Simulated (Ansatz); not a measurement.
# TiC (model cell, started as CsCl type): a soft mode frozen in, part 2 of 3

Wanted: the energy along a soft mode of TiC (model cell, started as CsCl type) and the structure at the end.

Ansatz 0.2.0; DFT PBEsol, scalar-relativistic, plane waves, PAW.

So far, highest frequency on the path or at a solved wavevector (cm⁻¹): step 2 (the dispersion) 419. Also lowest frequency on the path (cm⁻¹): step 2 -369.

The structure was built from a prototype and need not be the compound's stable phase.

## (5) Energy along the mode, all amplitudes (two of the runs are shown above)

An imaginary frequency means negative curvature, so the energy should fall and then rise again as anharmonic terms take over.

Numbers from this step:

- depth at the lowest point sampled: 218.9 meV/atom
- largest atomic shift at that point: 0.45 Å

The energy from the parent by largest atomic shift:

```tsv
largest atomic shift (Å)	energy from the parent (meV/atom)
0.000	0
0.040	-7.58
0.080	-27.4
0.140	-68.0
0.220	-126
0.320	-188
0.450	-219
0.600	-84.1
```

Displacement at unit largest shift by atom:

```tsv
atom	x (Å)	y (Å)	z (Å)	size
Ti1	0.707	0.707	0.000	1.000
Ti2	-0.707	-0.707	0.000	1.000
C3	0.000	0.000	0.000	0.000
C4	0.000	0.000	0.000	0.000
```

The lowest of the steps tried is at 0.45 Å, 219 meV/atom below the parent; the bottom of the well need not coincide with a step.

## (6) Relaxing from the distorted cell

Starting from the lowest point found, all atoms and the cell are let go, so that strain and other modes of the same symmetry can join in.

File input.yaml:

```yaml
crystal:
  lattice:
    - [2.6818219351, 0.0, 0.0]
    - [0.0, 2.6818219351, 0.0]
    - [0.0, 0.0, 5.3636438702]
  atoms:
    - { symbol: Ti, position: [0.1186499549, 0.1186499549, 0.0] }
    - { symbol: Ti, position: [-0.1186499549, -0.1186499549, 0.5] }
    - { symbol: C, position: [0.5, 0.5, 0.25] }
    - { symbol: C, position: [0.5, 0.5, 0.75] }
kpoints:
  mp_grid: { grid: [14, 14, 8] }
hamiltonian:
  xc: pbesol
scf:
  occupations: { method: methfessel_paxton, width: 0.15 }
output:
  forces: true
  stress: true
  eigenvalues: true
relax:
  adjacent_minimum: "off"
  f_tol: 0.002
  max_steps: 120
  cell: { stress_tol: 0.03 }
```

Command:

```
> ansatz run input.yaml --threads 4 --pin off --max-ram 7168MiB --backend cpu --events-out ev --progress --plain --runs-dir out
```

Numbers of over 12 decimals in the logs are rounded to 6 here.

Output:

```text
[...]
Crystal: 4 atoms, lattice volume = 38.576 Å³
Basis set: ecut = 420 eV, 757 PW (Γ), exchange–correlation on 36×36×72 points (8 copies of the dense FFT grid, shifted against one another)
Bands: 20, of which v1, the nominal top of the filled ones, is band 16 counted from 1 (15 counted from 0)
Symmetry: 8 space group operations
[...]
k-points: 285 of 1568
[...]
SCF iter   1: F=—  HF=-5441.047247 eV  |F-HF|=—  |Δ(HF+E_count)|=         —  Δρ=1.43e-2  dr2=5.94e-2  ethr=1.77e-3  ⟨swp⟩=4.3  Hψ=22812  notcnv=0
[...]
SCF iter   6: F=-5441.033740 eV  HF=-5441.033740 eV  |F-HF|=2.82e-8  |Δ(HF+E_count)|=   9.46e-8  S|Δr|=    0.00e0  Δρ=1.16e-5  dr2=5.23e-8  ethr=3.13e-10  ⟨swp⟩=5.1  Hψ=23361  notcnv=0
SCF 1 converged in 6 iterations: F = -5441.033740 eV  dr2 = 5.23e-8
[...]
relax step   1: F+E_penalty+E_count = -5441.03373976 eV  Δ(F+E_penalty+E_count) = +0.000e0 eV  max|allowed force component| = 2.629e-1 eV/Å  Δτ_max = 0.0000 Å  P = +14.395 GPa  Ω = 38.576 Å³  (6 SCF iters, dr2 threshold 1.00e-7 eV, accepted)
Crystal: 4 atoms, lattice volume = 40.488 Å³
Basis set: ecut = 420 eV, 791 PW (Γ), exchange–correlation on 36×36×72 points (8 copies of the dense FFT grid, shifted against one another)
[...]
SCF iter   6: F=-5441.316479 eV  HF=-5441.316479 eV  |F-HF|=1.11e-8  |Δ(HF+E_count)|=   1.08e-7  S|Δr|=    0.00e0  Δρ=7.37e-6  dr2=2.19e-8  ethr=1.25e-9  ⟨swp⟩=5.0  Hψ=24968  notcnv=0
SCF 2 converged in 6 iterations: F = -5441.316479 eV  dr2 = 2.19e-8
relax step   2: F+E_penalty+E_count = -5441.31647917 eV  Δ(F+E_penalty+E_count) = -2.827e-1 eV  max|allowed force component| = 5.470e-2 eV/Å  Δτ_max = 0.0430 Å  P = +3.061 GPa  Ω = 40.488 Å³  energy of the carried Pulay correction = -3.203e-3 eV  (6 SCF iters, dr2 threshold 4.00e-7 eV, accepted)
Crystal: 4 atoms, lattice volume = 41.911 Å³
Basis set: ecut = 420 eV, 805 PW (Γ), exchange–correlation on 36×36×72 points (8 copies of the dense FFT grid, shifted against one another)
[...]
SCF iter   6: F=-5441.606694 eV  HF=-5441.606694 eV  |F-HF|=1.48e-8  |Δ(HF+E_count)|=   1.20e-7  S|Δr|=    0.00e0  Δρ=9.66e-6  dr2=3.13e-8  ethr=1.25e-9  ⟨swp⟩=5.1  Hψ=26932  notcnv=0
SCF 3 converged in 6 iterations: F = -5441.606694 eV  dr2 = 3.13e-8
relax step   3: F+E_penalty+E_count = -5441.60669352 eV  Δ(F+E_penalty+E_count) = -2.902e-1 eV  max|allowed force component| = 6.123e-2 eV/Å  Δτ_max = 0.0377 Å  P = -4.462 GPa  Ω = 41.911 Å³  energy of the carried Pulay correction = -5.489e-3 eV  (6 SCF iters, dr2 threshold 4.00e-7 eV, accepted)
[... from here on, the SCF cycles and remarks between the steps are left out ...]
relax step   4: F+E_penalty+E_count = -5441.91147769 eV  Δ(F+E_penalty+E_count) = -3.048e-1 eV  max|allowed force component| = 1.021e-1 eV/Å  Δτ_max = 0.0350 Å  P = -10.787 GPa  Ω = 43.127 Å³  energy of the carried Pulay correction = -7.380e-3 eV  (5 SCF iters, dr2 threshold 4.00e-7 eV, accepted)
relax step   5: F+E_penalty+E_count = -5442.32901202 eV  Δ(F+E_penalty+E_count) = -4.175e-1 eV  max|allowed force component| = 8.235e-3 eV/Å  Δτ_max = 0.0316 Å  P = -13.308 GPa  Ω = 43.275 Å³  energy of the carried Pulay correction = -7.605e-3 eV  (6 SCF iters, dr2 threshold 4.00e-7 eV, accepted)
relax step   6: F+E_penalty+E_count = -5442.84465827 eV  Δ(F+E_penalty+E_count) = -5.156e-1 eV  max|allowed force component| = 2.384e-1 eV/Å  Δτ_max = 0.0288 Å  P = -12.699 GPa  Ω = 42.442 Å³  energy of the carried Pulay correction = -6.322e-3 eV  (6 SCF iters, dr2 threshold 4.00e-7 eV, accepted)
relax step   7: F+E_penalty+E_count = -5443.41521735 eV  Δ(F+E_penalty+E_count) = -5.706e-1 eV  max|allowed force component| = 3.301e-1 eV/Å  Δτ_max = 0.0068 Å  P = -8.328 GPa  Ω = 40.444 Å³  energy of the carried Pulay correction = -3.131e-3 eV  (6 SCF iters, dr2 threshold 4.00e-7 eV, accepted)
relax step   8: F+E_penalty+E_count = -5443.65675816 eV  Δ(F+E_penalty+E_count) = -2.415e-1 eV  max|allowed force component| = 5.010e-2 eV/Å  Δτ_max = 0.0153 Å  P = +0.694 GPa  Ω = 38.083 Å³  energy of the carried Pulay correction = +8.522e-4 eV  (6 SCF iters, dr2 threshold 4.00e-7 eV, accepted)
relax step   9: F+E_penalty+E_count = -5443.66850930 eV  Δ(F+E_penalty+E_count) = -1.175e-2 eV  max|allowed force component| = 2.411e-3 eV/Å  Δτ_max = 0.0027 Å  P = -0.112 GPa  Ω = 38.266 Å³  energy of the carried Pulay correction = +5.341e-4 eV  (5 SCF iters, dr2 threshold 4.00e-7 eV, accepted)
relax step  10: F+E_penalty+E_count = -5443.66960646 eV  Δ(F+E_penalty+E_count) = -1.097e-3 eV  max|allowed force component| = 1.601e-3 eV/Å  Δτ_max = 0.0004 Å  P = +0.096 GPa  Ω = 38.263 Å³  energy of the carried Pulay correction = +5.404e-4 eV  (4 SCF iters, dr2 threshold 4.00e-7 eV, accepted)
relax step  11: F+E_penalty+E_count = -5443.66959646 eV  Δ(F+E_penalty+E_count) = +1.000e-5 eV  max|allowed force component| = 5.194e-4 eV/Å  Δτ_max = 0.0001 Å  P = -0.090 GPa  Ω = 38.277 Å³  energy of the carried Pulay correction = +5.162e-4 eV  (3 SCF iters, dr2 threshold 1.83e-7 eV, accepted)
relax step  12: F+E_penalty+E_count = -5443.66961456 eV  Δ(F+E_penalty+E_count) = -1.810e-5 eV  max|allowed force component| = 8.640e-5 eV/Å  Δτ_max = 0.0001 Å  P = -0.002 GPa  Ω = 38.269 Å³  energy of the carried Pulay correction = +5.302e-4 eV  (3 SCF iters, dr2 threshold 6.87e-8 eV, accepted)
relax step  13: F+E_penalty+E_count = -5444.10908194 eV  Δ(F+E_penalty+E_count) = -4.395e-1 eV  max|allowed force component| = 1.053e-2 eV/Å  Δτ_max = 0.0000 Å  P = +10.219 GPa  Ω = 38.269 Å³  stress off target by 2.75e1 GPa  SCF on the basis re-selected at this cell (its energy is not comparable with the rows above)  (8 SCF iters)
relax step  14: F+E_penalty+E_count = -5444.27600750 eV  Δ(F+E_penalty+E_count) = -1.669e-1 eV  max|allowed force component| = 4.828e-3 eV/Å  Δτ_max = 0.0077 Å  P = +4.495 GPa  Ω = 38.924 Å³  energy of the carried Pulay correction = -1.334e-3 eV  (5 SCF iters, dr2 threshold 4.00e-7 eV, accepted)
relax step  15: F+E_penalty+E_count = -5444.31036016 eV  Δ(F+E_penalty+E_count) = -3.435e-2 eV  max|allowed force component| = 5.116e-3 eV/Å  Δτ_max = 0.0039 Å  P = -0.937 GPa  Ω = 39.645 Å³  energy of the carried Pulay correction = -2.707e-3 eV  (6 SCF iters, dr2 threshold 4.00e-7 eV, accepted)
relax step  16: F+E_penalty+E_count = -5444.31195940 eV  Δ(F+E_penalty+E_count) = -1.599e-3 eV  max|allowed force component| = 1.625e-4 eV/Å  Δτ_max = 0.0006 Å  P = +0.017 GPa  Ω = 39.505 Å³  energy of the carried Pulay correction = -2.464e-3 eV  (4 SCF iters, dr2 threshold 4.00e-7 eV, accepted)
relax step  17: F+E_penalty+E_count = -5444.31195665 eV  Δ(F+E_penalty+E_count) = +2.759e-6 eV  max|allowed force component| = 8.447e-5 eV/Å  Δτ_max = 0.0000 Å  P = -0.008 GPa  Ω = 39.508 Å³  energy of the carried Pulay correction = -2.471e-3 eV  (3 SCF iters, dr2 threshold 2.34e-8 eV, accepted)
relax step  18: F+E_penalty+E_count = -5444.31752897 eV  Δ(F+E_penalty+E_count) = -5.572e-3 eV  max|allowed force component| = 8.028e-4 eV/Å  Δτ_max = 0.0000 Å  P = +0.179 GPa  Ω = 39.508 Å³  stress off target by 4.96e-1 GPa  SCF on the basis re-selected at this cell (its energy is not comparable with the rows above)  (6 SCF iters)
relax step  19: F+E_penalty+E_count = -5444.31755964 eV  Δ(F+E_penalty+E_count) = -3.067e-5 eV  max|allowed force component| = 1.391e-4 eV/Å  Δτ_max = 0.0001 Å  P = +0.014 GPa  Ω = 39.530 Å³  energy of the carried Pulay correction = -4.318e-5 eV  (3 SCF iters, dr2 threshold 4.00e-7 eV, accepted)
relax step  20: F+E_penalty+E_count = -5444.31755628 eV  Δ(F+E_penalty+E_count) = +3.362e-6 eV  max|allowed force component| = 2.413e-4 eV/Å  Δτ_max = 0.0000 Å  P = -0.000 GPa  Ω = 39.532 Å³  energy of the carried Pulay correction = -4.682e-5 eV  (4 SCF iters, dr2 threshold 2.61e-9 eV, accepted)
[...]
SCF iter   4: F=-5444.317604 eV  HF=-5444.317604 eV  |F-HF|=0.00e0  |Δ(HF+E_count)|=  1.34e-10  S|Δr|=    0.00e0  Δρ=9.02e-8  dr2=1.37e-12  ethr=1.00e-12  ⟨swp⟩=3.8  Hψ=23593  notcnv=0
SCF 21 converged in 4 iterations: F = -5444.317604 eV  dr2 = 1.37e-12
relax step  21: F+E_penalty+E_count = -5444.31760409 eV  Δ(F+E_penalty+E_count) = -4.782e-5 eV  max|allowed force component| = 2.400e-4 eV/Å  Δτ_max = 0.0000 Å  P = +0.000 GPa  Ω = 39.532 Å³  stress off target by 1.17e-3 GPa  SCF on the basis re-selected at this cell (its energy is not comparable with the rows above)  (4 SCF iters)
[...]
SCF converged after 4 iterations
[...]
Free energy (F): -5444.317604 eV
[...]
Internal energy: -5444.318185 eV  (E = F + TS)
E sigma→0 (E₀):  -5444.317749 eV
Entropy (-TS):   0.000581 eV (0.145 meV/atom)
Fermi energy:    15.573841 eV
[...]
--- Forces (eV/Å), atoms counted from 1 ---
  atom   1  Ti     0.00024002     0.00024002     0.00000000
  atom   2  Ti    -0.00024002    -0.00024002     0.00000000
  atom   3  C      0.00000000     0.00000000     0.00000000
  atom   4  C      0.00000000     0.00000000     0.00000000
  max |Σ_I F_I| component: 6.31e-30 eV/Å
--- Stress (GPa, compression-positive) ---
        0.000702      -0.000359       0.000000
       -0.000359       0.000702       0.000000
        0.000000       0.000000      -0.001170
  P = ⅓ Tr σ = 0.0001 GPa (0.001 kbar)
--- Band table (eV; the first three rows and the last of 285) ---
  k-point 0: bands = [... 12 lower, 12.1722, 14.4543, 14.4546, 16.1490, 16.1490, 16.2181, 16.2862, 16.2863]
  k-point 1: bands = [... 12 lower, 12.1950, 14.1517, 14.1519, 15.9643, 16.4161, 16.4162, 16.5102, 16.5103]
  k-point 2: bands = [... 12 lower, 12.2750, 13.6113, 13.6114, 15.2325, 16.7766, 16.7767, 17.1814, 17.1815]
  k-point 284: bands = [... 12 lower, 12.8015, 12.8015, 12.9790, 12.9790, 17.0337, 17.0337, 17.9252, 17.9252]
--- Relaxed structure (18 steps of the walk, 18 accepted, 3 SCFs on fresh bases) ---
  F+E_penalty+E_count = -5444.31760409 eV   max|allowed force component| = 2.400e-4 eV/Å   (the final SCF, on the basis selected at the relaxed cell)
  cell:  # Å, volume = 39.5325 Å³
    - [3.020870, 0.809441, 0.0]
    - [0.809441, 3.020870, 0.0]
    - [0.0, 0.0, 4.667097]
  atoms:
    - { symbol: Ti, position: [0.166663, 0.166663, 0] }
    - { symbol: Ti, position: [-0.166663, -0.166663, 0.5] }
    - { symbol: C, position: [0.5, 0.5, 0.25] }
    - { symbol: C, position: [0.5, 0.5, 0.75] }
```

Wall time 70 s (4 threads of Arm Neoverse V1, shared host); peak memory 0.52 GiB.

The steps of the relaxation:

```tsv
step	energy less that of the first step (eV)	largest force component (eV/Å)	pressure (GPa)	volume (Å³)
1	0.0000	0.2629	14.40	38.58
2	-0.2827	0.0547	3.06	40.49
3	-0.5730	0.0612	-4.46	41.91
4	-0.8777	0.1021	-10.79	43.13
5	-1.2953	0.0082	-13.31	43.27
6	-1.8109	0.2384	-12.70	42.44
7	-2.3815	0.3301	-8.33	40.44
8	-2.6230	0.0501	0.69	38.08
9	-2.6348	0.0024	-0.11	38.27
10	-2.6359	0.0016	0.10	38.26
11	-2.6359	0.0005	-0.09	38.28
12	-2.6359	0.0001	0.00	38.27
13*	-3.0753	0.0105	10.22	38.27
14	-3.2423	0.0048	4.49	38.92
15	-3.2766	0.0051	-0.94	39.64
16	-3.2782	0.0002	0.02	39.51
17	-3.2782	0.0001	-0.01	39.51
18*	-3.2838	0.0008	0.18	39.51
19	-3.2838	0.0001	0.01	39.53
20	-3.2838	0.0002	0.00	39.53
21*	-3.2839	0.0002	0.00	39.53
```

Relaxation steps marked * repeat the geometry before them on a plane-wave basis chosen anew for their cell, so energy and pressure can jump there.

Forces are held to the 8 operations that the run works with; a distortion that breaks them can't arise in this run.

```tsv
cell as run	before	after	change
a (Å)	2.682	3.127	+16.6 %
b (Å)	2.682	3.127	+16.6 %
c (Å)	5.364	4.667	-13.0 %
γ (°)	90.00	60.00	-33.3 %
volume (Å³/atom)	9.64	9.88	+2.5 %
```

The atoms that moved most (Å, as changes of fractional coordinates times the final cell):

```tsv
atom	dx	dy	dz	length
Ti1	0.184	0.184	0.000	0.260
Ti2	-0.184	-0.184	0.000	0.260
```

Numbers from this step:

| Item | Value |
| --- | --- |
| pressure | 7.84e-5 GPa |
| volume per atom | 9.883 Å³ |

The distorted start has space group Cmcm; the relaxation ends in P6_3/mmc.

## (7) The new phase in its own primitive cell

The relaxed structure is symmetrised, reduced to its primitive cell and relaxed tightly, as its phonons need.

input.yaml, the sections that differ from step 6:

```yaml
crystal:
  lattice:
    - [3.1274340621, 0.0, 0.0]
    - [-1.563717031, 2.7084373464, 0.0]
    - [0.0, 0.0, 4.6670974428]
  atoms:
    - { symbol: Ti, position: [0.3333333333, 0.6666666667, 0.75] }
    - { symbol: Ti, position: [0.6666666667, 0.3333333333, 0.25] }
    - { symbol: C, position: [0.0, 0.0, 0.0] }
    - { symbol: C, position: [0.0, 0.0, 0.5] }
kpoints:
  mp_grid: { grid: [15, 15, 8] }
relax:
  adjacent_minimum: "off"
  f_tol: 0.001
  max_steps: 60
  cell: { stress_tol: 0.01 }
# hamiltonian, scf, output: as in step 6
```

Output:

```text
[...]
Crystal: 4 atoms, lattice volume = 39.532 Å³
Basis set: ecut = 420 eV, 771 PW (Γ), exchange–correlation on 48×48×64 points (8 copies of the dense FFT grid, shifted against one another)
Bands: 20, of which v1, the nominal top of the filled ones, is band 16 counted from 1 (15 counted from 0)
Symmetry: 24 space group operations
[...]
k-points: 135 of 1800
[...]
--- Relaxed structure (3 steps of the walk, 3 accepted, 1 SCFs on fresh bases) ---
[...]
cell:  # Å, volume = 39.5326 Å³
    - [3.128050, -2.8873217202082087e-11, 0]
    - [-1.564025, 2.708971, 0]
    - [0, 0, 4.665275]
  atoms:
    - { symbol: Ti, position: [0.333333, 0.666667, 0.75] }
    - { symbol: Ti, position: [0.666667, 0.333333, 0.25] }
    - { symbol: C, position: [0, 0, 0] }
    - { symbol: C, position: [0, 0, 0.5] }
[key lines of the parts left out:]
SCF converged after 5 iterations
Free energy (F): -5444.316403 eV
Fermi energy:    15.546727 eV
P = ⅓ Tr σ = -0.0004 GPa (-0.004 kbar)
```

Run time: 6 s. Hardware: 4 threads; peak memory 0.42 GiB.

Little changed from the start: no atom moved by 0.005 Å and no cell edge by 0.1 %.

Numbers from this step:

* pressure: -4.43e-4 GPa

The forces vanish by symmetry and the pressure is 0.000 GPa, within the tolerances set. The cell now holds 9.88 Å³/atom.

(Continued in part 3 of 3.)

[Logs are printed without paths, hosts, clocks, repeated set-up lines and the standing remarks that a program may print on its own settings, such as how far it seeks lower states.]

[Hosts, paths, dates, database ids (printed as entryN), source tags and the programs' standing remarks are cut or masked in the printed files.]
